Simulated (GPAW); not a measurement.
Consider MnZn (Pm-3m).

```cif
data_structure
_symmetry_space_group_name_H-M 'P 1'
_symmetry_Int_Tables_number 1
_cell_length_a 3.0700
_cell_length_b 3.0700
_cell_length_c 3.0700
_cell_angle_alpha 90.000
_cell_angle_beta 90.000
_cell_angle_gamma 90.000
_cell_volume 28.93
loop_
_atom_site_label
_atom_site_type_symbol
_atom_site_fract_x
_atom_site_fract_y
_atom_site_fract_z
_atom_site_occupancy
Zn1 Zn 0.50000 0.50000 0.50000 1
Mn2 Mn 0.00000 0.00000 0.00000 1
```

Absorber: atom 1, with 8 Mn at 2.66 Å and 6 Zn at 3.07 Å (cube and octahedron, as in bcc, site symmetry m-3m). Method: GPAW, LDA, excited-electron core hole (neutral cell), 18-atom cell with 6.9 Å between holes, 3×3×3 k points, dipole transitions, Gaussian full width 1.67 eV up to 4 eV, rising linearly to 3.5 eV at 25 eV.

**Question.** Where do the maxima of the Zn K edge fall?

Main maxima up to 30 eV above the zero (height): 6.4 eV (1.51), 14.6 eV (1.18), 23.4 eV (0.96) and 29.6 eV (1.16). A K edge sees empty p states on the absorber. The total-energy difference is 9640.45 eV. The tabulated edge of the element is 9659 eV. The functional leaves an error in such absolute values: in the free atom LDA prices this hole 19.1 eV below PBE (computed apart), and PBE is itself good to a few eV.

The Zn K spectrum (energy from the lowest empty level; intensity scaled to a mean of 1 over the first 20 eV):

```csv
E (eV),intensity
-2.0,0.00
-1.0,0.04
0.0,0.28
1.0,0.45
2.0,0.44
3.0,0.61
4.0,0.74
5.0,1.05
6.0,1.47
7.0,1.46
8.0,1.45
9.0,1.36
10.0,1.24
11.0,1.14
12.0,0.96
13.0,1.00
14.0,1.15
15.0,1.17
16.0,1.06
17.0,0.92
18.0,0.84
19.0,0.81
20.0,0.80
21.0,0.84
22.0,0.91
23.0,0.96
24.0,0.96
25.0,0.93
26.0,0.95
27.0,1.01
28.0,1.09
29.0,1.15
30.0,1.16
31.0,1.10
32.0,1.02
```

The hole lies in one spin channel, while the script sums the empty states of both and takes the lower zero; where the two channels are split, this blurs and shifts the curve. The script folds with a Gaussian, whereas the core hole's own line is a Lorentzian, so the onset is too steep and the first peak too high. The spins start ferromagnetically in a simple order, which needn't be the measured one; gap and edge can depend on it. The mesh is coarse (0.35 Å⁻¹ between points), so small maxima may be mesh ripples. The structure is a published determination, not relaxed.

[Banner, clock and machine lines of the logs are left out without a mark of their own.]

[Logs are printed without paths, hosts, clocks, repeated set-up lines and the standing remarks that a program may print on its own settings, such as how far it seeks lower states.]

[Hosts, paths, dates, database ids (printed as entryN), source tags and the programs' standing remarks are cut or masked in the printed files.]

[Lists of maxima count a maximum above −3 eV only where it reaches 4 % of the highest in the window and stands out from its surroundings by 2 % of it (1.5 % where it reaches 55 %); shoulders and weaker maxima are passed over, and of the rest the first, up to two pre-edge ones and the few strongest are named.]
